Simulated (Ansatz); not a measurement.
# ScPd (Pm-3m): from the cell to its phonons, part 3 of 3

Aim: the vibrations of ScPd (Pm-3m), their spectra, and whether the structure is stable.

Ansatz 0.2.0; DFT PBEsol, scalar-relativistic, plane waves, PAW; PAW set soft_1.

So far. Step 3 (Tight relaxation): The forces vanish by symmetry and the pressure is 0.000 GPa, within the tolerances set. The cell now holds 17.45 Å³/atom. Step 4 (Modes at Γ): Before it was imposed, the acoustic sum rule was missed by 5.6e-6 eV/Å². Small misses are needed for a sound result but don't prove that mesh and cutoff are converged. The lowest optical mode is real, 164 cm⁻¹. The relaxed cell has a = 3.268 Å (conventional setting).

## Step 5: Response at finite wavevector

Stability and thermal properties need the whole zone. Linear response on a 4×4×4 q mesh gives force constants as far as a supercell of that size would.

Input file input.yaml:

```yaml
crystal:
  lattice:
    - [3.2679160855, 0.0, 0.0]
    - [0.0, 3.2679160855, 0.0]
    - [0.0, 0.0, 3.2679160855]
  atoms:
    - { symbol: Sc, position: [0.5, 0.5, 0.5] }
    - { symbol: Pd, position: [0.0, 0.0, 0.0] }
kpoints:
  mp_grid: { grid: [12, 12, 12] }
hamiltonian:
  xc: pbesol
  pseudopotentials: { kind: paw, azcp: { folder: soft_1 }, xc_functional: pbe }
scf:
  occupations: { method: methfessel_paxton, width: 0.2 }
output:
  eigenvalues: true
phonons:
  method: dfpt
  qmesh: [4, 4, 4]
  temperatures: { t_max: 1000, t_step: 50 }
  qpath:
    path:
      - [[0.0, 0.0, 0.0], [0.0, 0.5, 0.0], [0.5, 0.5, 0.0], [0.0, 0.0, 0.0], [0.5, 0.5, 0.5], [0.0, 0.5, 0.0]]
      - [[0.5, 0.5, 0.5], [0.5, 0.5, 0.0]]
    npoints: 10
```

Command:

```console
$ ansatz run input.yaml --threads 4 --pin off --max-ram 10240MiB --backend cpu --events-out ev --progress --plain --runs-dir out
```

Numbers of over 12 decimals in the logs are rounded to 6 here.

The log of the run:

```text
[...]
Crystal: 2 atoms, lattice volume = 34.899 Å³
Basis set: ecut = 420 eV, 691 PW (Γ), exchange–correlation on 48×48×48 points (8 copies of the dense FFT grid, shifted against one another)
Bands: 19, of which v1, the nominal top of the filled ones, is band 15 counted from 1 (14 counted from 0)
Symmetry: 48 space group operations
k-points: 84 of 1728
[...]
SCF iter   1: F=—  HF=-9034.293008 eV  |F-HF|=—  |Δ(HF+E_count)|=         —  Δρ=5.75e-1  dr2=2.03e2  ethr=3.10e-3  ⟨swp⟩=4.6  Hψ=5951  notcnv=0
[...]
SCF iter  12: F=-9019.867576 eV  HF=-9019.867576 eV  |F-HF|=9.09e-12  |Δ(HF+E_count)|=  5.28e-11  S|Δr|=    0.00e0  Δρ=1.35e-7  dr2=9.73e-12  ethr=1.00e-12  ⟨swp⟩=8.8  Hψ=9580  notcnv=0
SCF 1 converged in 12 iterations: F = -9019.867576 eV  dr2 = 9.73e-12
[...]
phonons: the bands overlap, so this run is a metal and interpolates without the dipole-dipole term. If the crystal is really an insulator or semiconductor, its LO-TO splitting is missing
NSCF: frozen V_eff on 84 k-points
WARN: eigensolver did not converge in 6 slots of this pass, the one above among them; of largest residual over every band (k=1): 1 band(s) unlocked (lowest unlocked band 22, counted from 0; max residual 5.14e-5 eV among the unlocked bands, 5.14e-5 eV over every band); of lowest unlocked band (k=1): band 22
[...]
DFPT response loops at q = (0, 0, 0) (fractional): preconditioner auto → Kerker (q_TF=auto, 2.645 Å⁻¹) (partly filled bands, converged f_vac=0.000); β = 1.00, the filter's whole step (`scf.mixing.beta` (0.50) is not read by the response loops under this deck's `scf.mixing.preconditioner`; to damp them name `kerker` or `kerker_dos`, under which they read `scf.mixing.beta`, and type it under 1.00, their step now; both keys bind the ground state too); Broyden in place of MSR1
[...]
SCF converged after 12 iterations
[...]
Free energy (F): -9019.867576 eV
[...]
Internal energy: -9019.867118 eV  (E = F + TS)
E sigma→0 (E₀):  -9019.867461 eV
Entropy (-TS):   -0.000458 eV (-0.229 meV/atom)
Fermi energy:    15.444463 eV
[...]
--- Band table (eV; the first three rows and the last of 84) ---
  k-point 0: bands = [... 11 lower, 12.5606, 12.5606, 12.5606, 16.6320, 16.6320, 18.7795, 18.7795, 18.7795, ... 4 higher]
  k-point 1: bands = [... 11 lower, 12.5396, 12.5396, 12.5784, 16.5613, 16.6506, 18.5657, 18.5657, 18.7459, ... 4 higher]
  k-point 2: bands = [... 11 lower, 12.4831, 12.4831, 12.6279, 16.3632, 16.6637, 18.0871, 18.0871, 18.6535, ... 4 higher]
  k-point 83: bands = [... 11 lower, 13.5017, 13.5017, 14.2797, 14.2797, 14.2797, 19.1822, 19.1822, 21.1692, ... 4 higher]
--- Phonons (Γ-DFPT): 2 representative perturbations + reference (Σ response iterations 7) ---
  ASR residual: 9.640e-5 → 0.000e0 eV/Å²; symmetrization residual: 3.938e-6 eV/Å²
  ASR residual per site (eV/Å²): 9.64e-5 8.72e-5
  Γ frequencies (cm⁻¹): 0.00 0.00 0.00 164.36 164.36 164.36
--- Phonons (arbitrary-q DFPT): 10 irreducible q on the 4×4×4 mesh ---
  q = [0.0000, 0.0000, 0.0000] (star 1, of the zone-centre solve; hermiticity 2.51e-6, symmetrization 2.64e-12): -0.00 -0.00 -0.00 164.36 164.36 164.36
  q = [0.0000, 0.0000, 0.2500] (star 6, 4 solved perturbations in 1848 linear systems a pass and spin channel, the states on 588 of 1728 k-point pairs; hermiticity 1.81e-6, symmetrization 1.15e-12): 61.28 61.28 81.79 153.78 153.78 213.51
[...]
q = [0.0000, 0.2500, -0.5000] (star 12, 6 solved perturbations on 588 of 1728 k-point pairs; hermiticity 1.99e-7, symmetrization 3.38e-14): 58.58 77.82 83.37 135.88 191.08 249.00
[...]
sum rule: each row above includes the acoustic sum rule's correction from the zone centre's row sums; it moved no ω² by more than (0.76 cm⁻¹)²
  mesh force constants: q→R imaginary residual 1.83e-18; ASR residual 9.640e-5 → 0.000e0 eV/Å²; symmetrization residual 8.882e-15 eV/Å²
  interpolated dispersion: 62 rows × 6 modes
  density of states and harmonic sums: on the 20×20×20 q-mesh, interpolated from the force constants of a 4×4×4 supercell (no non-analytic term)
  largest difference from the sums on the solved wave vectors: F 1.26e-2 eV, S 1.66e-5 and C_V 4.01e-6 eV/K
  zero-point energy: 0.049259 eV/cell   skipped modes (ω ≤ 0): 3   left out of the sums: 6.25e-5 of the cell's modes: C_V's classical limit lies that fraction below 3 k_B per atom; for a crystal, a wire or a layer, F and S can be off by more, and a phonons.interpolated_qmesh denser along its periods is the remedy for the sampling
```

Run time: 95 s. Hardware: 4 threads of AMD EPYC 9R45, shared host; peak memory 2 GiB.

This step gave:

```
sum-rule residual before enforcement                       : 9.64e-5 eV/Å²
lowest frequency on the path                               : 0 cm⁻¹
highest frequency on the path or at a solved wavevector    : 253.6 cm⁻¹
mean frequency                                             : 132.4 cm⁻¹
Debye temperature (second moment)                          : 277 K
logarithmic mean frequency                                 : 114 cm⁻¹
lowest mode on the q mesh (acoustic modes at Γ apart)      : 39.88 cm⁻¹
zero-point energy per atom                                 : 24.63 meV
heat capacity at 300 K                                     : 23.93 J/(mol atoms K)
vibrational entropy at 300 K                               : 40.52 J/(mol atoms K)
edges of the widest gap between branches, on path and mesh : 110.8, 135.3 cm⁻¹
```

Frequencies (cm⁻¹) solved at each irreducible wavevector; negative means imaginary. Frequencies by wavevector, by row:

```tsv
q in reciprocal lattice units	star	mode 1	mode 2	mode 3	mode 4	mode 5	mode 6
0 0 0	1	0	0	0	164.4	164.4	164.4
0 0 0.25	6	61.3	61.3	81.8	153.8	153.8	213.5
0 0 -0.5	3	89.9	89.9	110.8	135.3	135.3	253.4
0 0.25 0.25	12	39.9	76.9	93.6	145.9	196.3	212.7
0 0.25 -0.5	12	58.6	77.8	83.4	135.9	191.1	249
0 -0.5 -0.5	3	46.9	46.9	73.7	137.2	230.6	230.6
0.25 0.25 0.25	8	62.7	62.7	84.8	193.9	193.9	206.2
0.25 0.25 -0.5	12	60.1	65.4	75.5	189	191.1	243.9
0.25 -0.5 -0.5	6	61.1	67.8	67.8	190.5	236.3	236.3
-0.5 -0.5 -0.5	1	73.8	73.8	73.8	243.9	243.9	243.9
```

Interpolated from a 4×4×4 q mesh. The phonon branches at the labelled points (cm⁻¹):

```tsv
point	branch 1	branch 2	branch 3	branch 4	branch 5	branch 6
Γ	0	0	0	164	164	164
halfway	61	61	82	154	154	214
X	90	90	111	135	135	253
halfway	59	78	83	136	191	249
M	47	47	74	137	231	231
halfway	40	77	94	146	196	213
Γ	0	0	0	164	164	164
halfway	63	63	85	194	194	206
R	74	74	74	244	244	244
halfway	60	65	76	189	191	244
X	90	90	111	135	135	253
jump to R	74	74	74	244	244	244
halfway	61	68	68	190	236	236
M	47	47	74	137	231	231
```

The phonon branches as a text plot (rows in cm⁻¹):

```
    248 |      ******                         ***   *******
    238 |     *      **                      *  ****      *****
    227 |    *        *******               *    *             **
    217 |   *        *    *  *           ***      *        *
    206 |           *      **           ***        *        *
    195 |                    **        **           *        *
    185 |  *                  **     ***            *
    174 | *        *           **   ***              *
    164 |***      *             *****                 *       *
    153 |   **                **                       *
    143 |     *  *        ****                         **      **
    132 |      ***********                               *
    122 |
    111 |      ***                                       *
    100 |     *                                         *
     90 |    * *****       *****     ****              ***
     79 |   * *   * *** ******      *    **        *****
     69 |    *     **  *      * *        **************   *******
     58 |  **        **  *     *       **          **       ***
     48 | *         *********      * **                        **
     37 |  *                 ** **  *
     26 |**                    *
     16 |*                      ** *
      5 |                        **
         Γ      X      M          Γ            R        X|R     M
```

The phonon density of states has structure finer than the step of the table below, so its rows give means over 10 cm⁻¹, whole bins alone (the curve runs from 1 to 255 cm⁻¹). Peaks (cm⁻¹: height): 61.0: 0.0768, 73.0: 0.102, 95.0: 0.0477, 139.0: 0.0343, 233.0: 0.0494.

Tetrahedra on a 20×20×20 mesh, mean over bins of 2 cm-1. Interpolated from a 4×4×4 q mesh. Phonon density of states against wavenumber; means over each step:

```tsv
wavenumber (cm⁻¹)	phonon density of states (1/cm⁻¹/cell)
10	2.3e-4
20	0.00130
30	0.00350
40	0.00904
50	0.0336
60	0.0613
70	0.0896
80	0.0570
90	0.0316
100	0.0124
110	4.9e-4
120	0
130	9.9e-5
140	0.0241
150	0.0271
160	0.0294
170	0.0243
180	0.0214
190	0.0202
200	0.0196
210	0.0214
220	0.0247
230	0.0375
240	0.0357
250	0.0145
```

The partial phonon density of states has structure finer than the step of the table below, so its rows give means over 5 cm⁻¹, whole bins alone (the curve runs from -10 to 271 cm⁻¹). Peaks (cm⁻¹: height): Pd 71.2: 0.0882; Sc 141.8: 0.0325, 152.4: 0.0324, 168.2: 0.0306, 187.7: 0.0327, 205.3: 0.0450, 219.4: 0.0342, 233.5: 0.0471.

Phonopy on the run's constants, 17x17x17 mesh, Gaussian sigma 2.0 cm-1. Interpolated from a 4×4×4 q mesh. Table of partial phonon density of states by wavenumber; means over each step; values in 1/cm⁻¹/cell:

```tsv
wavenumber (cm⁻¹)	Pd	Sc
-5	1.3e-5	3.4e-6
0	6.2e-5	2.5e-5
5	2.0e-5	6.4e-6
10	2.3e-4	9.0e-5
15	4.4e-4	1.7e-4
20	0.00103	3.7e-4
25	0.00196	6.5e-4
30	0.00235	6.8e-4
35	0.00464	0.00124
40	0.00766	0.00158
45	0.0182	0.00242
50	0.0306	0.00320
55	0.0387	0.00335
60	0.0581	0.00356
65	0.0772	0.00341
70	0.0849	0.00375
75	0.0746	0.00394
80	0.0552	0.00314
85	0.0368	0.00179
90	0.0279	0.00113
95	0.0298	7.9e-4
100	0.0106	3.8e-4
105	0.00246	1.7e-4
110	5.0e-4	2.1e-5
115	4.3e-5	0
120	0	0
125	0	0
130	2.6e-6	4.8e-4
135	1.6e-4	0.0101
140	0.00101	0.0275
145	0.00191	0.0218
150	0.00236	0.0238
155	0.00371	0.0291
160	0.00400	0.0204
165	0.00326	0.0219
170	0.00311	0.0285
175	0.00238	0.0186
180	0.00147	0.0116
185	0.00133	0.0224
190	0.00205	0.0280
195	8.8e-4	0.00985
200	5.5e-4	0.0109
205	0.00159	0.0371
210	5.2e-4	0.0124
215	7.0e-4	0.0156
220	8.6e-4	0.0315
225	7.5e-4	0.0258
230	9.7e-4	0.0334
235	0.00101	0.0446
240	6.5e-4	0.0359
245	3.5e-4	0.0218
250	1.9e-4	0.0157
255	4.3e-5	0.00535
260	7.0e-7	1.5e-4
265	0	0
```

Second derivatives of the energy by pair, one row for each kind of neighbour of each atom listed. Each entry sums the pair over the periodic images of the supercell that the q mesh stands for, and in a polar crystal it holds the long-range dipole part too. Force constants by pair, by row:

```tsv
atom	neighbour	distance (Å)	third of the trace (eV/Å²)	along the pair's line (eV/Å²)
Sc1	itself	0	6.24	–
Sc1	Pd	2.83	-0.3491	-1.091
Sc1	Sc	3.268	-0.4432	-1.601
Sc1	Sc	4.622	0.0185	-0.1201
Sc1	Pd	5.419	-0.0164	-0.0397
Sc1	Sc	5.66	-0.0563	-0.2013
Sc1	Sc	6.536	-0.0118	0.0776
Sc1	Pd	7.122	4.00e-4	-0.002
Sc1	Sc	7.307	-0.0175	-0.0284
Pd2	itself	0	2.634	–
Pd2	Sc	2.83	-0.3491	-1.091
Pd2	Pd	3.268	0.1716	0.0154
Pd2	Pd	4.622	-0.0157	-0.1313
Pd2	Sc	5.419	-0.0164	-0.0397
Pd2	Pd	5.66	-0.0629	-0.1305
Pd2	Pd	6.536	0.046	0.3304
Pd2	Sc	7.122	4.00e-4	-0.002
Pd2	Pd	7.307	-0.0066	-0.0075
```

Harmonic thermodynamic functions per atom, from the density of states. Interpolated from a 4×4×4 q mesh. Thermodynamic functions, by row:

```tsv
T (K)	F_vib (meV/atom)	S (J/mol-atom/K)	C_V (J/mol-atom/K)
0	24.63	0	0
50	23.52	6.53	10.7
100	17.45	16.6	18.2
200	-7.82	31.03	22.77
300	-45.19	40.52	23.93
400	-90.95	47.47	24.36
500	-143.1	52.93	24.57
600	-200.3	57.42	24.68
700	-261.9	61.23	24.75
800	-327.1	64.54	24.79
900	-395.5	67.46	24.82
1000	-466.8	70.08	24.85
```

Harmonic mean-square displacement, third of the trace. Interpolated from a 4×4×4 q mesh. Mean square displacements, by row:

```tsv
T (K)	Sc1 U_eq (Å²)	Pd2 U_eq (Å²)
0	0.00226	0.00231
100	0.00342	0.00558
300	0.00815	0.01574
600	0.01586	0.03129
```

Symmetry leaves 10 wavevectors to solve. The lowest mode among them, the acoustic zeros apart, lies at q = (0, 0.25, 0.25) and is real, 39.9 cm⁻¹.

## Step 6: Another isotope

An isotope changes the mass and not the force constants, so no new electronic calculation is needed; the shifts show which modes move this element.

The same force constants with the mass of Pd changed from 106.420 to 109.905 u (phonopy, no LO-TO term). Both lists are sorted by frequency; levels can cross, so a row need not hold one and the same mode. Modes under 3 cm⁻¹ are left out. Isotope shifts, by row:

```tsv
q	rank	natural mass (cm⁻¹)	changed mass (cm⁻¹)
0 0 0	4	164.4	163.6
0 0 0	5	164.4	163.6
0 0 0	6	164.4	163.6
0 0 0.25	1	61.28	60.52
0 0 0.25	2	61.28	60.52
0 0 0.25	3	81.79	80.54
0 0 0.25	4	153.8	153.2
0 0 0.25	5	153.8	153.2
0 0 0.25	6	213.5	213.3
0 0 -0.5	1	89.89	88.45
0 0 -0.5	2	89.89	88.45
0 0 -0.5	3	110.8	109
0 0 -0.5	4	135.3	135.3
0 0 -0.5	5	135.3	135.3
0 0 -0.5	6	253.4	253.4
0 0.25 0.25	1	39.88	39.32
0 0.25 0.25	2	76.86	75.8
0 0.25 0.25	3	93.6	92.11
0 0.25 0.25	4	145.9	145.6
0 0.25 0.25	5	196.3	196
0 0.25 0.25	6	212.7	212.7
```

A mode of this element alone would shift by -1.60 %. The highest zone-centre frequency without the field goes from 164.4 to 163.6 cm⁻¹ (-0.5 %). The product of the frequency ratios over all optical modes at Γ is 0.986; the product rule, (m/m′)^(3k/2) (M′/M)^(3/2) with k = 1 such atoms and M the mass of the cell, gives 0.986.

## Step 7: Summary of results

| Item | Value |
| --- | --- |
| space group after relaxation (within 0.01 Å) | Pm-3m |
| volume per atom | 17.4 Å³ |
| electronic character | no gap on this mesh |
| highest optical mode at the zone centre (no LO-TO term) | 164 cm⁻¹ |
| lowest optical zone-centre mode | 164 cm⁻¹ |
| lowest mode on the q mesh (acoustic modes at Γ apart) | 39.9 cm⁻¹ |
| highest frequency on the path or at a solved wavevector | 254 cm⁻¹ |
| zero-point energy per atom | 24.6 meV |
| heat capacity at 300 K | 23.9 J/(mol atoms K) |
| vibrational entropy at 300 K | 40.5 J/(mol atoms K) |
| Debye temperature (second moment) | 277 K |
| imaginary modes on the 4×4×4 q mesh | none |

In words: The structure is a minimum as far as tested: no mode is imaginary at the 10 irreducible wavevectors of the 4×4×4 mesh, and the softest away from the acoustic zeros lies at 40 cm⁻¹. The optical modes at Γ form one degenerate level at 164 cm⁻¹. The highest mode in this list at Γ, 164.4 cm⁻¹, is mostly motion of Sc (70 % of the kinetic energy). On the path and the mesh, the widest gap between branches runs from 111 to 135 cm⁻¹. With no gap, or one that is small against the smearing, the frequencies hang on the k mesh and the smearing, most of all near Kohn anomalies. The phonon runs are without spin polarisation, although the cell has an odd electron count. The PAW files were made for PBE and serve the other functionals too. A phonon run warned that its eigensolver left some bands unconverged in a pass. These are harmonic frequencies at zero temperature: anharmonic shifts, linewidths and thermal expansion are left out.

[Logs are printed without paths, hosts, clocks, repeated set-up lines and the standing remarks that a program may print on its own settings, such as how far it seeks lower states.]

[Hosts, paths, dates, database ids (printed as entryN), source tags and the programs' standing remarks are cut or masked in the printed files.]
